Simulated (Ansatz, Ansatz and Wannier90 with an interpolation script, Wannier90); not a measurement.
# BiOCl (P4/nmm): what limits a Wannier interpolation of GW, part 2 of 2

How do the Wannier model and the GW settings move the interpolated bands of BiOCl (P4/nmm)?

Wannier90 4.0.3; maximally localised Wannier functions from the overlaps of LDA states (plane waves, PAW). Known limits of the many-body steps: not at the basis limit; no spin-orbit coupling; coarse k mesh.

So far. Step 2 (Wannier model on 8×8×4, by Wannier90): Near the gap the model misses directly solved bands by 0.6 meV r.m.s. and by 8 meV at most in the window tested. This tests the starting bands, not the corrections carried with them. Step 3 (Wannier model on 8×8×4, by the program's own minimiser): Near the gap the model misses directly solved bands by 0.6 meV r.m.s. and by 8 meV at most in the window tested. This tests the starting bands, not the corrections carried with them.

### 4. Wannier model on 4×4×2, by Wannier90

This step: maximally localised Wannier functions from the overlaps of LDA states (plane waves, PAW).

File w.win:

```
num_iter = 1200
conv_tol = 1.0e-8
conv_window = 5
dis_num_iter = 4000
dis_conv_tol = 1.0e-8
dis_mix_ratio = 0.7
write_hr = true
use_ws_distance = false
num_print_cycles = 50
! ansatz wannier90 interface
! projections by site (counted from 0) and shell: 0 6P, 1 6P, 2 3P, 3 3P, 4 2P, 5 2P
! states of the run's bands (counted from 1): 1-35
num_bands = 35
num_wann  = 18
dis_win_min = 2.45
dis_win_max = 15.99
dis_froz_min = 2.45
dis_froz_max = 12.99
guiding_centres = true

begin unit_cell_cart
Ang
                  3.88551                      0.0                      0.0
                      0.0                  3.88551                      0.0
                      0.0                      0.0                   7.3489
end unit_cell_cart

begin atoms_frac
Bi                       0.5                      0.0                  0.32904
Bi                       0.0                      0.5                  0.67096
Cl                       0.0                      0.5                   0.1472
Cl                       0.5                      0.0                   0.8528
O                        0.0                      0.0                      0.5
O                        0.5                      0.5                      0.5
end atoms_frac

mp_grid = 4 4 2

[... the mesh's points ...]
```

The run is started by

```sh
$ OMP_NUM_THREADS=1 mpirun -n 8 wannier90.x w > wannier90.x.log
```

Numbers of over 12 decimals in the logs are rounded to 6 here.

What it wrote:

```text
[banner, memory and clock lines left out]
TEM
                                    ------

                              Lattice Vectors (Ang)
                    a_1     3.885510   0.000000   0.000000
                    a_2     0.000000   3.885510   0.000000
                    a_3     0.000000   0.000000   7.348900

                   Unit Cell Volume:     110.94772  (Ang^3)

                        Reciprocal-Space Vectors (Ang^-1)
                    b_1     1.617081   0.000000   0.000000
                    b_2     0.000000   1.617081   0.000000
                    b_3     0.000000   0.000000   0.854983

 *----------------------------------------------------------------------------*
 |   Site       Fractional Coordinate          Cartesian Coordinate (Ang)     |
 +----------------------------------------------------------------------------+
 | bi   1   0.50000   0.00000   0.32904   |    1.94276   0.00000   2.41808    |
 | bi   2   0.00000   0.50000   0.67096   |    0.00000   1.94276   4.93082    |
 | cl   1   0.00000   0.50000   0.14720   |    0.00000   1.94276   1.08176    |
 | cl   2   0.50000   0.00000   0.85280   |    1.94276   0.00000   6.26714    |
 | o    1   0.00000   0.00000   0.50000   |    0.00000   0.00000   3.67445    |
 | o    2   0.50000   0.50000   0.50000   |    1.94276   1.94276   3.67445    |
 *----------------------------------------------------------------------------*
                                ------------
                                K-POINT GRID
                                ------------

             Grid size =  4 x  4 x  2      Total points =   32

 *---------------------------------- MAIN ------------------------------------*
 |  Number of Wannier Functions               :                18             |
[...]
Sum of centres and spreads ( 17.484795, 17.484795, 66.140100 )    29.88019777

      1    -0.127E+00     0.5218511038       29.8801977716       0.01  <-- CONV
        O_D=      0.0889581 O_OD=      1.3408957 O_TOT=     29.8801978 <-- SPRD
 Delta: O_D=  0.1762739E-02 O_OD= -0.1292399E+00 O_TOT= -0.1274771E+00 <-- DLTA

             <<<     Delta < 1.000E-08  over  5 iterations     >>>
             <<< Wannierisation convergence criteria satisfied >>>

 Final State
[...]
WF centre and spread   17  (  1.942755,  1.942755,  3.735387 )     1.16486987
  WF centre and spread   18  (  1.942755,  1.942755,  3.613513 )     1.16486987
  Sum of centres and spreads ( 17.484795, 17.484795, 66.140100 )    29.81690838

         Spreads (Ang^2)       Omega I      =    28.450344047
        ================       Omega D      =     0.087947905
                               Omega OD     =     1.278616424
    Final Spread (Ang^2)       Omega Total  =    29.816908377

 Writing checkpoint file w.chk... done

 *---------------------------------------------------------------------------*
 |                               PLOTTING                                    |
 *---------------------------------------------------------------------------*

 *===========================================================================*
 |                             TIMING INFORMATION                            |
 *===========================================================================*
 |    Tag                                                Ncalls      Time (s)|
 |---------------------------------------------------------------------------|
 |kmesh: get                                        :         1         0.011|
 |overlap: read                                     :         1         0.194|
 |dis: main                                         :         1         0.014|
 |wann: main                                        :         1         0.036|
 |plot: main                                        :         1         0.048|
 *---------------------------------------------------------------------------*
 All done: wannier90 exiting
```

It took 0.96 s on 8 MPI ranks of Arm Neoverse V1, shared host.

Numbers from this step:

```yaml
gauge_invariant_spread: 28.45 Å²
diagonal_spread: 0.08795 Å²
off_diagonal_spread: 1.279 Å²
total_spread: 29.82 Å²
disentanglement_steps: 3
r_m_s_interpolation_error: 0.007245 eV
r_m_s_error_near_the_gap: 0.008309 eV
```

Near the gap the model misses directly solved bands by 8.3 meV r.m.s. and by 81 meV at most in the window tested. This tests the starting bands, not the corrections carried with them.

Frozen up to 5.39 eV; above it the model need not follow the bands. The electronic bands at the labelled points (eV, zero at the valence-band top; v1 is the highest filled band, c1 the lowest empty one):

```csv
point,v4,v3,v2,v1,c1,c2,c3,c4
Γ,-1.05,-1.05,-0.99,-0.80,2.99,3.67,5.22,5.22
halfway,-1.02,-0.51,-0.41,-0.28,4.21,4.57,4.74,4.92
X,-0.90,-0.90,-0.10,-0.10,4.49,4.49,5.11,5.11
halfway,-1.03,-1.03,-0.70,-0.70,4.49,4.49,5.32,5.32
M,-0.70,-0.70,-0.67,-0.67,4.01,4.01,5.72,5.72
halfway,-0.83,-0.62,-0.52,-0.40,3.86,4.93,5.09,5.44
Γ,-1.05,-1.05,-0.99,-0.80,2.99,3.67,5.22,5.22
halfway,-0.89,-0.89,-0.74,-0.56,2.74,3.29,5.23,5.23
Z,-0.76,-0.76,-0.41,-0.36,2.49,2.83,5.23,5.23
halfway,-0.86,-0.78,-0.57,-0.18,3.97,4.21,5.08,5.17
R,-0.71,-0.71,-0.08,-0.08,4.29,4.29,5.19,5.19
halfway,-0.94,-0.94,-0.64,-0.64,4.00,4.00,5.69,5.69
A,-1.39,-1.39,-0.67,-0.67,4.43,4.43,5.95,5.95
halfway,-0.95,-0.80,-0.60,-0.33,3.37,4.71,5.22,5.48
Z,-0.76,-0.76,-0.41,-0.36,2.49,2.83,5.23,5.23
jump to X,-0.90,-0.90,-0.10,-0.10,4.49,4.49,5.11,5.11
halfway,-0.80,-0.80,-0.09,-0.09,4.39,4.39,5.15,5.15
R,-0.71,-0.71,-0.08,-0.08,4.29,4.29,5.19,5.19
jump to M,-0.70,-0.70,-0.67,-0.67,4.01,4.01,5.72,5.72
halfway,-1.01,-1.01,-0.67,-0.67,4.22,4.22,5.84,5.84
A,-1.39,-1.39,-0.67,-0.67,4.43,4.43,5.95,5.95
```

The same for Kohn-Sham, solved directly:

```csv
point,v4,v3,v2,v1,c1,c2,c3,c4
Γ,-1.05,-1.05,-0.99,-0.80,2.99,3.67,5.22,5.22
X,-0.90,-0.90,-0.10,-0.10,4.49,4.49,5.11,5.11
M,-0.70,-0.70,-0.67,-0.67,4.01,4.01,5.72,5.72
Γ,-1.05,-1.05,-0.99,-0.80,2.99,3.67,5.22,5.22
Z,-0.76,-0.76,-0.41,-0.36,2.49,2.83,5.23,5.23
R,-0.71,-0.71,-0.08,-0.08,4.29,4.29,5.19,5.19
A,-1.39,-1.39,-0.67,-0.67,4.43,4.43,5.95,5.95
Z,-0.76,-0.76,-0.41,-0.36,2.49,2.83,5.23,5.23
X,-0.90,-0.90,-0.10,-0.10,4.49,4.49,5.11,5.11
R,-0.71,-0.71,-0.08,-0.08,4.29,4.29,5.19,5.19
M,-0.70,-0.70,-0.67,-0.67,4.01,4.01,5.72,5.72
A,-1.39,-1.39,-0.67,-0.67,4.43,4.43,5.95,5.95
```

### 5. G0W0: 4×4×2 mesh, 462 empty bands, screening to 150 eV

G0W0 replaces the xc potential by the self-energy, built once from these orbitals. Only a window of levels is corrected, while the sums run over the empty bands that the input names.

This step: G0W0 on LDA, plane waves, PAW.

File input.yaml:

```yaml
crystal:
  lattice:
    - [3.88551, 0.0, 0.0]
    - [0.0, 3.88551, 0.0]
    - [0.0, 0.0, 7.3489]
  atoms:
    - { symbol: Bi, position: [0.5, 0.0, 0.32904] }
    - { symbol: Bi, position: [0.0, 0.5, 0.67096] }
    - { symbol: Cl, position: [0.0, 0.5, 0.1472] }
    - { symbol: Cl, position: [0.5, 0.0, 0.8528] }
    - { symbol: O, position: [0.0, 0.0, 0.5] }
    - { symbol: O, position: [0.5, 0.5, 0.5] }
kpoints:
  mp_grid: { grid: [4, 4, 2] }
hamiltonian:
  xc: lda
scf:
  occupations: { method: fixed }
gw:
  n_empty_bands: 462
  ecut_chi: 150.0
  qp_bands: [v12, c5]
  screening: { model: contour_deformation }
```

The run is started by

```sh
$ ansatz run input.yaml --threads 8 --pin off --max-ram 18432MiB --backend cpu --events-out ev --progress --plain --runs-dir out
```

What it wrote:

```text
[...]
Crystal: 6 atoms, lattice volume = 110.948 Å³
Basis set: ecut = 420 eV, 2177 PW (Γ)
Bands: 34, of which v1, the nominal top of the filled ones, is band 28 counted from 1 (27 counted from 0)
Symmetry: 16 space group operations
[...]
k-points: 12 of 32
[...]
0    24      6.1657   -20.9393     3.4192   -16.7226  0.7326     5.3546     5.3683  root
[...]
11    30     12.0294   -12.2410    -3.8813   -16.8096  0.7911    12.7219    12.7167  root
    11    31     13.5504   -12.2183    -4.4681   -17.6158  0.7693    14.4939    14.4797  root
    11    32     13.5504   -12.2183    -4.4681   -17.6158  0.7693    14.4939    14.4797  root
    11    33     14.0835   -12.0676    -4.4920   -17.4931  0.7638    15.0317    15.0169  root
[key lines of the parts left out:]
SCF converged after 7 iterations
Free energy (F): -27373.159735 eV
Fermi energy:    7.520125 eV
```

It took 5 min on 8 threads; peak memory 3.2 GiB; 38 min of CPU time.

The G0W0 gap on the mesh is 3.683 eV.

### 6. G0W0: 4×4×2 mesh, 215 empty bands, screening to 90 eV

Edit input.yaml of step 5 so:

```diff
@@ -19,4 +19,4 @@
 gw:
-  n_empty_bands: 462
-  ecut_chi: 150.0
+  n_empty_bands: 215
+  ecut_chi: 90
   qp_bands: [v12, c5]
```

What it wrote:

```text
[...]
Crystal: 6 atoms, lattice volume = 110.948 Å³
Basis set: ecut = 420 eV, 2177 PW (Γ)
Bands: 34, of which v1, the nominal top of the filled ones, is band 28 counted from 1 (27 counted from 0)
Symmetry: 16 space group operations
[...]
k-points: 12 of 32
[...]
0    24      6.1657   -20.9393     3.6256   -16.7226  0.7357     5.5674     5.5747  root
[...]
11    30     12.0294   -12.2410    -3.6518   -16.8096  0.7936    12.9559    12.9462  root
    11    31     13.5504   -12.2183    -4.1933   -17.6158  0.7716    14.7799    14.7546  root
    11    32     13.5504   -12.2183    -4.1933   -17.6158  0.7716    14.7799    14.7546  root
    11    33     14.0835   -12.0676    -4.2429   -17.4931  0.7661    15.2915    15.2661  root
[key lines of the parts left out:]
SCF converged after 7 iterations
Free energy (F): -27373.159735 eV
Fermi energy:    7.520125 eV
```

Elapsed: 50 s, on 8 threads; peak memory 1.2 GiB; 6.2 min of CPU time.

The G0W0 gap on the mesh is 3.537 eV.

### 7. G0W0: 4×4×2 mesh, 462 empty bands, screening to 150 eV, plasmon pole

Edit input.yaml of step 6 so:

```diff
@@ -19,5 +19,5 @@
 gw:
-  n_empty_bands: 215
-  ecut_chi: 90
+  n_empty_bands: 462
+  ecut_chi: 150.0
   qp_bands: [v12, c5]
-  screening: { model: contour_deformation }
+  screening: { model: godby_needs }
```

What it wrote:

```text
[...]
Crystal: 6 atoms, lattice volume = 110.948 Å³
Basis set: ecut = 420 eV, 2177 PW (Γ)
Bands: 34, of which v1, the nominal top of the filled ones, is band 28 counted from 1 (27 counted from 0)
Symmetry: 16 space group operations
[...]
k-points: 12 of 32
[...]
0    24      6.1657   -20.9393     3.3662   -16.7226  0.7776     5.3112     5.3153  root
[...]
11    30     12.0294   -12.2410    -3.7981   -16.8096  0.8130    12.8026    12.7999  root
    11    31     13.5504   -12.2183    -4.3120   -17.6158  0.8012    14.6436    14.6359  root
    11    32     13.5504   -12.2183    -4.3120   -17.6158  0.8012    14.6436    14.6359  root
    11    33     14.0835   -12.0676    -4.3487   -17.4931  0.7979    15.1709    15.1602  root
[key lines of the parts left out:]
SCF converged after 7 iterations
Free energy (F): -27373.159735 eV
Fermi energy:    7.520125 eV
```

It took 6.9 min on 8 threads; peak memory 3.2 GiB.

The G0W0 gap on the mesh is 3.631 eV.

### 8. Interpolated results

Times are wall times on 8 threads of Arm Neoverse V1, shared host, good to a factor of about two.

```csv
GW mesh,empty bands,cutoff (eV),frequency,gap on mesh (eV),gap over zone (eV),direct gap (eV),valence width (eV),GW time
4×4×2,462,150,contour deformation,3.683,3.588,3.872,4.908,5 min
4×4×2,215,90,contour deformation,3.537,3.449,3.758,5.067,50 s
4×4×2,462,150,plasmon pole,3.631,3.554,3.827,5.224,6.9 min
```

### 9. Summary of results

```yaml
4x4x2_mesh_462_empty_bands_screening_to_150_ev: 3.59 eV
4x4x2_mesh_215_empty_bands_screening_to_90_ev: 3.45 eV
4x4x2_mesh_462_empty_bands_screening_to_150_ev_plasmon_pole: 3.55 eV
```

The largest change, −0.14 eV in the gap over the zone, comes with 4×4×2 mesh, 215 empty bands, screening to 90 eV. The first run is a reference, not a converged one, and where a row moves several settings no single cause can be named. The program's own minimiser ends at the same spread as the first model, 32.2 Å², from the same trial orbitals; this need not be the lowest minimum. Coarser Wannier mesh (4×4×2): the miss near the gap goes from under 1 (the model on 8×8×4) to 8 meV and the total spread from 32.2 to 29.8 Å². With 4×4×2 mesh, 215 empty bands, screening to 90 eV the gap over the zone moves by −0.14 eV and that on the mesh by −0.15 eV. With 4×4×2 mesh, 462 empty bands, screening to 150 eV, plasmon pole the gap over the zone moves by −0.03 eV and that on the mesh by −0.05 eV. Gaps over the zone and on the mesh differ where an edge lies off the mesh, or where a GW run starts from another density: the starting gap over the zone is 2.488 eV, on the GW meshes it is 2.570 eV. The 4×4×2 mesh is coarse for this cell (its supercell is 15 Å along the shortest edge). The RPA ε∞ on it, from the LDA start, is 5.29 and 6.63; such meshes misread the long-range screening, most where the gap is narrow. Where an edge is built on 6p states of lead, bismuth or thallium, scalar-relativistic gaps usually stand too wide, by a few tenths to over one eV. The many-body steps are scalar-relativistic: spin-orbit coupling is not in them.

[Paths, hosts, dates, memory and timing lines, banners, echoed tables and standing remarks are left out of the program output.]

[Logs are printed without paths, hosts, clocks, repeated set-up lines and the standing remarks that a program may print on its own settings, such as how far it seeks lower states.]

[Runs of the session that timed out or met a known fault of the program may be left out.]

[Hosts, paths, dates, database ids (printed as entryN), source tags and the programs' standing remarks are cut or masked in the printed files.]
